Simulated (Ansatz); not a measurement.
# What InB2 (built on the sites of a database entry of YAl2) distorts into, part 2 of 3

Which phase does InB2 (built on the sites of a database entry of YAl2) fall into along its unstable mode, and how much energy does it gain?

Ansatz 0.2.0; DFT PBEsol, scalar-relativistic, plane waves, norm-conserving pseudopotentials.

So far. Step 4 (The mode frozen in, largest atomic shift 0.6 Å): The run ends at a pressure of 0.19 GPa, with forces up to 4.4 eV/Å. Step 5 (Energy along the mode, all amplitudes (two of the runs …): The lowest of the steps tried is the last one, at 0.6 Å, 393 meV/atom below the parent; the bottom of the well need not coincide with a step.

The structure was built from a prototype and need not be the compound's stable phase.

### 6. Relaxing from the distorted cell

Starting from the lowest point found, all atoms and the cell are let go, so that strain and other modes of the same symmetry can join in.

input.yaml reads:

```yaml
crystal:
  lattice:
    - [0.0, 3.296251107, 3.296251107]
    - [3.296251107, 0.0, 3.296251107]
    - [3.296251107, 3.296251107, 0.0]
  atoms:
    - { symbol: In, position: [0.7486741642, 0.7486741642, 0.7539775074] }
    - { symbol: In, position: [0.4986741642, 0.4986741642, 0.5039775074] }
    - { symbol: B, position: [0.0865362321, 0.6775460819, 0.1493814539] }
    - { symbol: B, position: [0.1775460819, 0.1775460819, 0.4673617542] }
    - { symbol: B, position: [0.6775460819, 0.0865362321, 0.1493814539] }
    - { symbol: B, position: [0.0865362321, 0.0865362321, 0.1493814539] }
kpoints:
  mp_grid: { grid: [12, 12, 12] }
hamiltonian:
  xc: pbesol
  pseudopotentials: { kind: nc }
scf:
  occupations: { method: methfessel_paxton, width: 0.2 }
output:
  forces: true
  stress: true
  eigenvalues: true
relax:
  adjacent_minimum: "off"
  f_tol: 0.002
  max_steps: 120
  cell: { stress_tol: 0.03 }
```

Launch:

```
$ ansatz run input.yaml --threads 8 --pin off --max-ram 14336MiB --backend cpu --events-out ev --progress --plain --runs-dir out
```

Numbers of over 12 decimals in the logs are rounded to 6 here.

What it wrote:

```text
[...]
Crystal: 6 atoms, lattice volume = 71.629 Å³
Basis set: ecut = 1034.032677 eV, 5329 PW (Γ), exchange–correlation on 100×100×100 points (8 copies of the dense FFT grid, shifted against one another)
Bands: 25, of which v1, the nominal top of the filled ones, is band 19 counted from 1 (18 counted from 0)
Symmetry: 6 space group operations
[...]
k-points: 189 of 1728 (time reversal used)
[...]
SCF iter   1: F=—  HF=-3921.301944 eV  |F-HF|=—  |Δ(HF+E_count)|=         —  Δρ=5.08e-2  dr2=4.45e0  ethr=3.10e-3  ⟨swp⟩=5.6  Hψ=20778  notcnv=0
[...]
SCF iter   7: F=-3919.870328 eV  HF=-3919.870328 eV  |F-HF|=1.73e-8  |Δ(HF+E_count)|=   3.10e-7  S|Δr|=    0.00e0  Δρ=1.05e-5  dr2=6.24e-8  ethr=2.63e-10  ⟨swp⟩=15.6  Hψ=33695  notcnv=0
SCF 1 converged in 7 iterations: F = -3919.870328 eV  dr2 = 6.24e-8
relax step   1: F+E_penalty+E_count = -3919.87032833 eV  Δ(F+E_penalty+E_count) = +0.000e0 eV  max|allowed force component| = 2.554e0 eV/Å  Δτ_max = 0.0000 Å  P = +0.186 GPa  Ω = 71.629 Å³  (7 SCF iters, dr2 threshold 1.00e-7 eV, accepted)
Crystal: 6 atoms, lattice volume = 73.272 Å³
Basis set: ecut = 1034.032677 eV, 5577 PW (Γ), exchange–correlation on 100×100×100 points (8 copies of the dense FFT grid, shifted against one another)
[...]
iter 1 solved again at ethr=4.48e-4 eV; its pass at ethr=3.10e-3 eV (dr2=1.70e-1 eV) is discarded
[...]
SCF iter   6: F=-3921.061770 eV  HF=-3921.061770 eV  |F-HF|=4.88e-8  |Δ(HF+E_count)|=   1.67e-6  S|Δr|=    0.00e0  Δρ=1.19e-5  dr2=7.79e-8  ethr=1.58e-9  ⟨swp⟩=12.0  Hψ=32615  notcnv=0
SCF 2 converged in 6 iterations: F = -3921.061770 eV  dr2 = 7.79e-8
relax step   2: F+E_penalty+E_count = -3921.06176985 eV  Δ(F+E_penalty+E_count) = -1.191e0 eV  max|allowed force component| = 2.629e0 eV/Å  Δτ_max = 0.1949 Å  P = -1.656 GPa  Ω = 73.272 Å³  energy of the carried Pulay correction = -3.570e-4 eV  (6 SCF iters, dr2 threshold 6.00e-7 eV, accepted)
Crystal: 6 atoms, lattice volume = 73.498 Å³
Basis set: ecut = 1034.032677 eV, 5589 PW (Γ), exchange–correlation on 100×100×100 points (8 copies of the dense FFT grid, shifted against one another)
[...]
SCF iter   6: F=-3922.164933 eV  HF=-3922.164933 eV  |F-HF|=2.26e-8  |Δ(HF+E_count)|=   4.72e-7  S|Δr|=    0.00e0  Δρ=9.54e-6  dr2=4.93e-8  ethr=1.58e-9  ⟨swp⟩=12.3  Hψ=33314  notcnv=0
SCF 3 converged in 6 iterations: F = -3922.164933 eV  dr2 = 4.93e-8
relax step   3: F+E_penalty+E_count = -3922.16493320 eV  Δ(F+E_penalty+E_count) = -1.103e0 eV  max|allowed force component| = 2.356e0 eV/Å  Δτ_max = 0.1974 Å  P = -0.004 GPa  Ω = 73.498 Å³  energy of the carried Pulay correction = -4.055e-4 eV  (6 SCF iters, dr2 threshold 6.00e-7 eV, accepted)
[... from here on, the SCF cycles and remarks between the steps are left out ...]
relax step   4: F+E_penalty+E_count = -3923.05828276 eV  Δ(F+E_penalty+E_count) = -8.933e-1 eV  max|allowed force component| = 1.743e0 eV/Å  Δτ_max = 0.1953 Å  P = +1.890 GPa  Ω = 73.915 Å³  energy of the carried Pulay correction = -4.946e-4 eV  (6 SCF iters, dr2 threshold 6.00e-7 eV, accepted)
relax step   5: F+E_penalty+E_count = -3923.75864870 eV  Δ(F+E_penalty+E_count) = -7.004e-1 eV  max|allowed force component| = 9.946e-1 eV/Å  Δτ_max = 0.2000 Å  P = +0.772 GPa  Ω = 76.529 Å³  energy of the carried Pulay correction = -1.042e-3 eV  (6 SCF iters, dr2 threshold 6.00e-7 eV, accepted)
relax step   6: F+E_penalty+E_count = -3924.14286288 eV  Δ(F+E_penalty+E_count) = -3.842e-1 eV  max|allowed force component| = 2.139e-1 eV/Å  Δτ_max = 0.2000 Å  P = +0.652 GPa  Ω = 79.177 Å³  energy of the carried Pulay correction = -1.576e-3 eV  (6 SCF iters, dr2 threshold 6.00e-7 eV, accepted)
relax step   7: F+E_penalty+E_count = -3924.21521490 eV  Δ(F+E_penalty+E_count) = -7.235e-2 eV  max|allowed force component| = 1.083e-1 eV/Å  Δτ_max = 0.0595 Å  P = -0.080 GPa  Ω = 81.565 Å³  energy of the carried Pulay correction = -2.043e-3 eV  (7 SCF iters, dr2 threshold 6.00e-7 eV, accepted)
relax step   8: F+E_penalty+E_count = -3924.22603135 eV  Δ(F+E_penalty+E_count) = -1.082e-2 eV  max|allowed force component| = 4.190e-2 eV/Å  Δτ_max = 0.0367 Å  P = -0.205 GPa  Ω = 82.403 Å³  energy of the carried Pulay correction = -2.203e-3 eV  (6 SCF iters, dr2 threshold 6.00e-7 eV, accepted)
relax step   9: F+E_penalty+E_count = -3924.22533178 eV  Δ(F+E_penalty+E_count) = +6.996e-4 eV  max|allowed force component| = 1.488e-1 eV/Å  Δτ_max = 0.0170 Å  P = +0.804 GPa  Ω = 82.371 Å³  energy of the carried Pulay correction = -2.197e-3 eV  (6 SCF iters, dr2 threshold 6.00e-7 eV, rejected (line search))
relax step  10: F+E_penalty+E_count = -3924.22891794 eV  Δ(F+E_penalty+E_count) = -2.887e-3 eV  max|allowed force component| = 1.074e-2 eV/Å  Δτ_max = 0.0159 Å  P = -0.131 GPa  Ω = 82.657 Å³  energy of the carried Pulay correction = -2.252e-3 eV  (9 SCF iters, accepted)
relax step  11: F+E_penalty+E_count = -3924.22918263 eV  Δ(F+E_penalty+E_count) = -2.647e-4 eV  max|allowed force component| = 1.548e-2 eV/Å  Δτ_max = 0.0125 Å  P = +0.215 GPa  Ω = 82.539 Å³  energy of the carried Pulay correction = -2.229e-3 eV  (5 SCF iters, dr2 threshold 1.34e-7 eV, accepted)
relax step  12: F+E_penalty+E_count = -3924.22929901 eV  Δ(F+E_penalty+E_count) = -1.164e-4 eV  max|allowed force component| = 2.136e-4 eV/Å  Δτ_max = 0.0017 Å  P = -0.003 GPa  Ω = 82.678 Å³  energy of the carried Pulay correction = -2.256e-3 eV  (4 SCF iters, dr2 threshold 1.88e-7 eV, accepted)
relax step  13: F+E_penalty+E_count = -3924.26572671 eV  Δ(F+E_penalty+E_count) = -3.643e-2 eV  max|allowed force component| = 1.714e-3 eV/Å  Δτ_max = 0.0000 Å  P = +0.813 GPa  Ω = 82.678 Å³  stress off target by 2.11e0 GPa  SCF on the basis re-selected at this cell (its energy is not comparable with the rows above)  (7 SCF iters)
relax step  14: F+E_penalty+E_count = -3924.29805641 eV  Δ(F+E_penalty+E_count) = -3.233e-2 eV  max|allowed force component| = 2.461e-2 eV/Å  Δτ_max = 0.0316 Å  P = +0.493 GPa  Ω = 84.654 Å³  energy of the carried Pulay correction = -3.300e-4 eV  (6 SCF iters, dr2 threshold 6.00e-7 eV, accepted)
relax step  15: F+E_penalty+E_count = -3924.33080775 eV  Δ(F+E_penalty+E_count) = -3.275e-2 eV  max|allowed force component| = 8.078e-2 eV/Å  Δτ_max = 0.0538 Å  P = +0.718 GPa  Ω = 86.844 Å³  energy of the carried Pulay correction = -6.736e-4 eV  (7 SCF iters, dr2 threshold 6.00e-7 eV, accepted)
relax step  16: F+E_penalty+E_count = -3924.34643751 eV  Δ(F+E_penalty+E_count) = -1.563e-2 eV  max|allowed force component| = 1.338e-1 eV/Å  Δτ_max = 0.0193 Å  P = +0.068 GPa  Ω = 89.090 Å³  energy of the carried Pulay correction = -1.015e-3 eV  (7 SCF iters, dr2 threshold 6.00e-7 eV, accepted)
relax step  17: F+E_penalty+E_count = -3924.35177201 eV  Δ(F+E_penalty+E_count) = -5.335e-3 eV  max|allowed force component| = 3.985e-2 eV/Å  Δτ_max = 0.0433 Å  P = -0.320 GPa  Ω = 90.613 Å³  energy of the carried Pulay correction = -1.271e-3 eV  (6 SCF iters, dr2 threshold 6.00e-7 eV, accepted)
relax step  18: F+E_penalty+E_count = -3924.35449650 eV  Δ(F+E_penalty+E_count) = -2.724e-3 eV  max|allowed force component| = 4.791e-3 eV/Å  Δτ_max = 0.0151 Å  P = -0.018 GPa  Ω = 89.629 Å³  energy of the carried Pulay correction = -1.111e-3 eV  (6 SCF iters, dr2 threshold 4.44e-7 eV, accepted)
relax step  19: F+E_penalty+E_count = -3924.35450844 eV  Δ(F+E_penalty+E_count) = -1.194e-5 eV  max|allowed force component| = 4.302e-3 eV/Å  Δτ_max = 0.0005 Å  P = +0.059 GPa  Ω = 89.605 Å³  energy of the carried Pulay correction = -1.104e-3 eV  (5 SCF iters, dr2 threshold 6.71e-9 eV, accepted)
relax step  20: F+E_penalty+E_count = -3924.35451822 eV  Δ(F+E_penalty+E_count) = -9.777e-6 eV  max|allowed force component| = 1.119e-4 eV/Å  Δτ_max = 0.0003 Å  P = +0.000 GPa  Ω = 89.638 Å³  energy of the carried Pulay correction = -1.111e-3 eV  (4 SCF iters, dr2 threshold 1.87e-8 eV, accepted)
relax step  21: F+E_penalty+E_count = -3924.36062381 eV  Δ(F+E_penalty+E_count) = -6.106e-3 eV  max|allowed force component| = 4.874e-4 eV/Å  Δτ_max = 0.0000 Å  P = +0.137 GPa  Ω = 89.638 Å³  stress off target by 3.58e-1 GPa  SCF on the basis re-selected at this cell (its energy is not comparable with the rows above)  (6 SCF iters)
relax step  22: F+E_penalty+E_count = -3924.36127537 eV  Δ(F+E_penalty+E_count) = -6.516e-4 eV  max|allowed force component| = 1.458e-3 eV/Å  Δτ_max = 0.0049 Å  P = +0.042 GPa  Ω = 90.075 Å³  energy of the carried Pulay correction = -7.452e-5 eV  (5 SCF iters, dr2 threshold 3.21e-7 eV, accepted)
relax step  23: F+E_penalty+E_count = -3924.36131357 eV  Δ(F+E_penalty+E_count) = -3.820e-5 eV  max|allowed force component| = 7.237e-4 eV/Å  Δτ_max = 0.0021 Å  P = +0.004 GPa  Ω = 90.262 Å³  energy of the carried Pulay correction = -1.077e-4 eV  (6 SCF iters, dr2 threshold 2.86e-8 eV, accepted)
[...]
SCF iter   1: F=—  HF=-3924.361445 eV  |F-HF|=—  |Δ(HF+E_count)|=         —  Δρ=1.13e-5  dr2=1.41e-8  ethr=1.63e-7  ⟨swp⟩=5.2  Hψ=45696  notcnv=0
eigensolver tolerance schedule: the retry pair's looser diagonalisation over-reported the residual by 4379.83 of it (diagonalisation noise at 0.30 of the residual, at the tolerance the schedule requests for it); recorded, not acted on — ethr = c·dr2/N_el stays at c = 1.0e-1
[...]
SCF iter   2: F=—  HF=-3924.361422 eV  |F-HF|=—  |Δ(HF+E_count)|=   2.29e-5  S|Δr|=    0.00e0  Δρ=5.76e-6  dr2=3.98e-9  ethr=3.72e-11  ⟨swp⟩=3.9  Hψ=13216  notcnv=0
[...]
SCF iter   5: F=-3924.361422 eV  HF=-3924.361422 eV  |F-HF|=8.19e-12  |Δ(HF+E_count)|=  1.27e-10  S|Δr|=    0.00e0  Δρ=1.60e-7  dr2=1.61e-11  ethr=1.00e-12  ⟨swp⟩=11.7  Hψ=41502  notcnv=0
SCF 24 converged in 5 iterations: F = -3924.361422 eV  dr2 = 1.61e-11
relax step  24: F+E_penalty+E_count = -3924.36142248 eV  Δ(F+E_penalty+E_count) = -1.089e-4 eV  max|allowed force component| = 6.764e-4 eV/Å  Δτ_max = 0.0000 Å  P = +0.002 GPa  Ω = 90.262 Å³  stress off target by 2.68e-3 GPa  SCF on the basis re-selected at this cell (its energy is not comparable with the rows above)  (5 SCF iters)
[...]
SCF converged after 5 iterations
[...]
Free energy (F): -3924.361422 eV
[...]
Internal energy: -3924.359047 eV  (E = F + TS)
E sigma→0 (E₀):  -3924.360829 eV
Entropy (-TS):   -0.002376 eV (-0.396 meV/atom)
Fermi energy:    8.177095 eV
[...]
--- Forces (eV/Å), atoms counted from 1 ---
  atom   1  In     0.00009807     0.00009807    -0.00009807
  atom   2  In     0.00004190     0.00004190    -0.00004190
  atom   3  B     -0.00067636     0.00030052    -0.00030052
  atom   4  B     -0.00006458    -0.00006458     0.00006458
  atom   5  B      0.00030052    -0.00067636    -0.00030052
  atom   6  B      0.00030052     0.00030052     0.00067636
  max |Σ_I F_I| component: 7.30e-8 eV/Å
--- Stress (GPa, compression-positive) ---
        0.002230      -0.000450       0.000450
       -0.000450       0.002230       0.000450
        0.000450       0.000450       0.002230
  P = ⅓ Tr σ = 0.0022 GPa (0.022 kbar)
--- Band table (eV; the first three rows and the last of 189) ---
  k-point 0: bands = [... 15 lower, 4.2233, 5.1923, 5.1923, 8.7665, 10.2746, 10.8691, 10.8691, 11.4355, ... 2 higher]
  k-point 1: bands = [... 15 lower, 4.2219, 5.1794, 5.1794, 8.6795, 10.4160, 10.8848, 10.8848, 11.4941, ... 2 higher]
  k-point 2: bands = [... 15 lower, 4.8986, 5.1441, 5.1441, 8.4863, 10.7477, 10.9493, 10.9493, 11.6820, ... 2 higher]
  k-point 188: bands = [... 15 lower, 5.1272, 5.8891, 6.7858, 6.9608, 8.5339, 10.1941, 12.0098, 12.6071, ... 2 higher]
--- Relaxed structure (21 steps of the walk, 20 accepted, 3 SCFs on fresh bases) ---
  F+E_penalty+E_count = -3924.36142248 eV   max|allowed force component| = 6.764e-4 eV/Å   (the final SCF, on the basis selected at the relaxed cell)
  cell:  # Å, volume = 90.2622 Å³
    - [-5.551115123125783e-17, 3.202638, 3.202638]
    - [3.202638, 0.0, 3.202638]
    - [4.000928, 4.000928, -0.798290]
  atoms:
    - { symbol: In, position: [0.702417, 0.702417, 0.892750] }
    - { symbol: In, position: [0.498122, 0.498122, 0.505634] }
    - { symbol: B, position: [0.058823, 0.690841, 0.191513] }
    - { symbol: B, position: [0.266487, 0.266487, 0.200539] }
    - { symbol: B, position: [0.690841, 0.058823, 0.191513] }
    - { symbol: B, position: [0.058823, 0.058823, 0.191513] }
```

The job ended after 3.5 min (8 threads of Intel Xeon Platinum 8488C (Sapphire Rapids), shared host; peak memory 1.6 GiB).

The steps of the relaxation (22 of 24):

```csv
step,energy less that of the first step (eV),largest force component (eV/Å),pressure (GPa),volume (Å³)
1,0.0000,2.5536,0.19,71.63
2,-1.1914,2.6289,-1.66,73.27
3,-2.2946,2.3556,0.00,73.50
4,-3.1880,1.7429,1.89,73.91
5,-3.8883,0.9946,0.77,76.53
6,-4.2725,0.2139,0.65,79.18
8,-4.3557,0.0419,-0.20,82.40
9,-4.3550,0.1488,0.80,82.37
10,-4.3586,0.0107,-0.13,82.66
11,-4.3589,0.0155,0.22,82.54
12,-4.3590,0.0002,0.00,82.68
13*,-4.3954,0.0017,0.81,82.68
14,-4.4277,0.0246,0.49,84.65
15,-4.4605,0.0808,0.72,86.84
16,-4.4761,0.1338,0.07,89.09
17,-4.4814,0.0399,-0.32,90.61
19,-4.4842,0.0043,0.06,89.61
20,-4.4842,0.0001,0.00,89.64
21*,-4.4903,0.0005,0.14,89.64
22,-4.4909,0.0015,0.04,90.07
23,-4.4910,0.0007,0.00,90.26
24*,-4.4911,0.0007,0.00,90.26
```

Relaxation steps marked * repeat the geometry before them on a plane-wave basis chosen anew for their cell, so energy and pressure can jump there. Other such steps can lie between the rows shown. Relaxation step 9 was tried and not accepted.

The run keeps the 6 symmetry operations that it works with, so distortions that break them were not tested.

```csv
cell as run,before,after,change
a (Å),4.662,4.529,-2.8 %
b (Å),4.662,4.529,-2.8 %
c (Å),4.662,5.714,+22.6 %
α (°),60.00,66.65,+11.1 %
β (°),60.00,66.65,+11.1 %
volume (Å³/atom),11.94,15.04,+26.0 %
```

The atoms that moved most (Å, as changes of fractional coordinates times the final cell):

```csv
atom,dx,dy,dz,length
B4,-0.783,-0.783,0.783,1.356
In1,0.407,0.407,-0.407,0.705
B5,0.080,0.211,-0.080,0.239
B3,0.211,0.080,-0.080,0.239
B6,0.080,0.080,-0.211,0.239
In2,0.005,0.005,-0.005,0.008
```

The relaxed structure:

```cif
data_structure
_symmetry_space_group_name_H-M 'P 1'
_symmetry_Int_Tables_number 1
_cell_length_a 4.5292
_cell_length_b 4.5292
_cell_length_c 5.7142
_cell_angle_alpha 66.652
_cell_angle_beta 66.652
_cell_angle_gamma 60.000
_cell_volume 90.26
loop_
_atom_site_label
_atom_site_type_symbol
_atom_site_fract_x
_atom_site_fract_y
_atom_site_fract_z
_atom_site_occupancy
In1 In 0.70242 0.70242 0.89275 1
In2 In 0.49812 0.49812 0.50563 1
B3 B 0.05882 0.69084 0.19151 1
B4 B 0.26649 0.26649 0.20054 1
B5 B 0.69084 0.05882 0.19151 1
B6 B 0.05882 0.05882 0.19151 1
```

This step gave:

```
pressure        : 0.002230 GPa
volume per atom : 15.04 Å³
```

The distorted start has space group R3m; the relaxation ends in R3m.

### 7. The new phase in its own primitive cell

The relaxed structure is symmetrised, reduced to its primitive cell and relaxed tightly, as its phonons need.

input.yaml reads:

```yaml
crystal:
  lattice:
    - [2.2646073459, 1.3074716607, 5.0807671559]
    - [-2.2646073459, 1.3074716607, 5.0807671559]
    - [0.0, -2.6149433215, 5.0807671559]
  atoms:
    - { symbol: In, position: [0.2975833867, 0.2975833867, 0.2975833867] }
    - { symbol: In, position: [0.5018781003, 0.5018781003, 0.5018781003] }
    - { symbol: B, position: [0.9411768143, 0.3091590027, 0.9411768143] }
    - { symbol: B, position: [0.7335129253, 0.7335129253, 0.7335129253] }
    - { symbol: B, position: [0.3091590027, 0.9411768143, 0.9411768143] }
    - { symbol: B, position: [0.9411768143, 0.9411768143, 0.3091590027] }
kpoints:
  mp_grid: { grid: [9, 9, 9] }
hamiltonian:
  xc: pbesol
  pseudopotentials: { kind: nc }
scf:
  occupations: { method: methfessel_paxton, width: 0.2 }
output:
  forces: true
  stress: true
  eigenvalues: true
relax:
  adjacent_minimum: "off"
  f_tol: 0.001
  max_steps: 60
  cell: { stress_tol: 0.01 }
```

What it wrote:

```text
[...]
Crystal: 6 atoms, lattice volume = 90.262 Å³
Basis set: ecut = 1034.032677 eV, 6831 PW (Γ), exchange–correlation on 120×120×120 points (8 copies of the dense FFT grid, shifted against one another)
Bands: 25, of which v1, the nominal top of the filled ones, is band 19 counted from 1 (18 counted from 0)
Symmetry: 6 space group operations
[...]
- [2.266328, 1.308465, 5.061513]
    - [-2.266328, 1.308465, 5.061513]
    - [-1.470290443317438e-19, -2.616930, 5.061513]
  atoms:
    - { symbol: In, position: [0.297191, 0.297191, 0.297191] }
    - { symbol: In, position: [0.502238, 0.502238, 0.502238] }
    - { symbol: B, position: [0.941246, 0.309191, 0.941246] }
    - { symbol: B, position: [0.733375, 0.733375, 0.733375] }
    - { symbol: B, position: [0.309191, 0.941246, 0.941246] }
    - { symbol: B, position: [0.941246, 0.941246, 0.309191] }
[key lines of the parts left out:]
SCF converged after 5 iterations
Free energy (F): -3924.361443 eV
Fermi energy:    8.208642 eV
P = ⅓ Tr σ = -0.0007 GPa (-0.007 kbar)
```

The job ended after 37 s (8 threads; peak memory 1.1 GiB).

[end of part 2 of 3]

[Logs are printed without paths, hosts, clocks, repeated set-up lines and the standing remarks that a program may print on its own settings, such as how far it seeks lower states.]

[Hosts, paths, dates, database ids (printed as entryN), source tags and the programs' standing remarks are cut or masked in the printed files.]
